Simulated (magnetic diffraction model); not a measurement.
## Which magnetic order? SrCr2PbO6

Space group Pmmm (no. 47), a = 3.7990 Å, b = 3.9070 Å, c = 7.7590 Å.

| site | atom | x | y | z |
| --- | --- | --- | --- | --- |
| 1d | Pb | 1/2 | 0 | 1/2 |
| 1b | Sr | 1/2 | 0 | 0 |
| 2r | Cr | 0 | 1/2 | 0.2606 |
| 1e | O | 0 | 1/2 | 0 |
| 1g | O | 0 | 1/2 | 1/2 |
| 2t | O | 1/2 | 1/2 | 3/4 |
| 2q | O | 0 | 0 | 0.7578 |

The compound is invented for this exercise: a known structure type with other elements, its cell scaled to their sizes and not relaxed.

Only Cr is taken to order (form factors of Cr4+); orders and moment sizes are assumed, and not adapted to the symmetry. Radiation: neutrons of λ = 2.567 Å, 2° to 100°; isotropic B of 0.4 Å² (Pb), 0.48 Å² (Sr), 0.65 Å² (Cr) and 0.66 Å² (O). The intensities are simulated: I ∝ L Σ (|F_N|² + |F_M⊥|²) for unpolarised neutrons, with F_M = 2.695 fm/μB × Σ f(s) S exp(2πi Q·r) exp(−B s²) at Q = H ± k (one set where k and −k are equivalent), only the part normal to Q counting and L = 1/(sin²θ cos θ). For a modulated order the moment at position r is S exp(−2πi k·r) + c.c., with S = m/2 for a sine wave of amplitude m and S = m(u + iv)/2 for moments turning in a plane, u and v being orthogonal unit vectors in it; the phase factor of the sum at Q = H + k is then exp(2πi H·r). Form factors are spin-only for 3d ions and dipole or tabulated for f ions, scattering lengths are Sears's of 1992, and absorption is left out. A label names one of the reflections at its angle. The strongest nuclear line in the range is 100, and lines under 0.2 are left out.

Above the ordering temperature:

```
2θ (°)    index      I
 19.04  (0 0 1)    0.7
 38.36  (0 1 0)    0.2
 44.19  (1 0 1)    0.3
 55.58  (0 1 2)    5.5
 56.23  (1 1 0)    5.4
 56.44  (1 0 2)    5.3
 59.92  (1 1 1)    0.8
 70.31  (1 1 2)  100.0
 73.05  (0 1 3)    0.8
 82.15  (0 2 0)   36.1
 82.86  (0 0 4)   35.2
 85.02  (2 0 0)   34.8
 98.42  (1 2 1)    0.2
```

Below it (cell unchanged):

```csv
2θ (°),I
15.21,3.7
19.04,0.7
22.90,1.6
38.36,0.2
42.55,0.8
44.19,0.3
46.14,0.6
55.58,5.5
56.23,5.4
56.44,5.3
58.61,0.4
59.92,0.8
61.51,0.3
70.31,100.0
73.05,0.8
82.15,36.1
82.86,35.2
85.02,34.8
98.42,0.2
```

**Question.** Find the propagation vector, then choose among these models:
A. moments turning in the plane of [100] and [010], 1.59 μB on Cr; signs + at (0, 1/2, 0.2606), − at (0, 1/2, 0.7394)
B. a sine wave with moments along [010] (amplitudes given), 1.59 μB on Cr; signs + at (0, 1/2, 0.2606), − at (0, 1/2, 0.7394)
C. moments turning in the plane of [001] and [100], 1.59 μB on Cr; signs + at (0, 1/2, 0.2606), − at (0, 1/2, 0.7394)
D. a sine wave with moments along [001] (amplitudes given), 1.59 μB on Cr; signs + at (0, 1/2, 0.2606), − at (0, 1/2, 0.7394)

The new lines index as (0 0 4/5) at 15.21°, (0 0 6/5) at 22.90°, (1 0 4/5) at 42.55° and (1 0 6/5) at 46.14°, that is as H ± k with k = (0 0 1/5). Satellites come in pairs about each point of the reciprocal lattice.

Magnetic intensity, observed (below minus above) and for each model:

| 2θ (°) | index | observed | A | B | C | D |
| --- | --- | --- | --- | --- | --- | --- |
| 15.21 | (0 0 4/5) | 3.7 | 7.4 | 3.7 | 3.7 | <0.2 |
| 22.90 | (0 0 6/5) | 1.6 | 3.1 | 1.6 | 1.6 | <0.2 |
| 41.48 | (0 1 4/5) | <0.2 | 0.9 | <0.2 | 1.5 | 0.7 |
| 42.55 | (1 0 4/5) | 0.8 | 0.9 | 0.8 | 0.8 | 0.7 |
| 45.14 | (0 1 6/5) | <0.2 | 0.8 | <0.2 | 1.1 | 0.5 |
| 46.14 | (1 0 6/5) | 0.6 | 0.8 | 0.6 | 0.6 | 0.5 |
| 58.61 | (1 1 4/5) | 0.4 | 0.7 | 0.4 | 0.9 | 0.6 |
| 61.51 | (1 1 6/5) | 0.3 | 0.7 | 0.3 | 0.8 | 0.5 |

Model B matches.

The structure used: k = (0 0 1/5), a sine wave with moments along [010] (amplitudes given), 1.59 μB on Cr; signs + at (0, 1/2, 0.2606), − at (0, 1/2, 0.7394).

[Logs are printed without paths, hosts, clocks, repeated set-up lines and the standing remarks that a program may print on its own settings, such as how far it seeks lower states.]
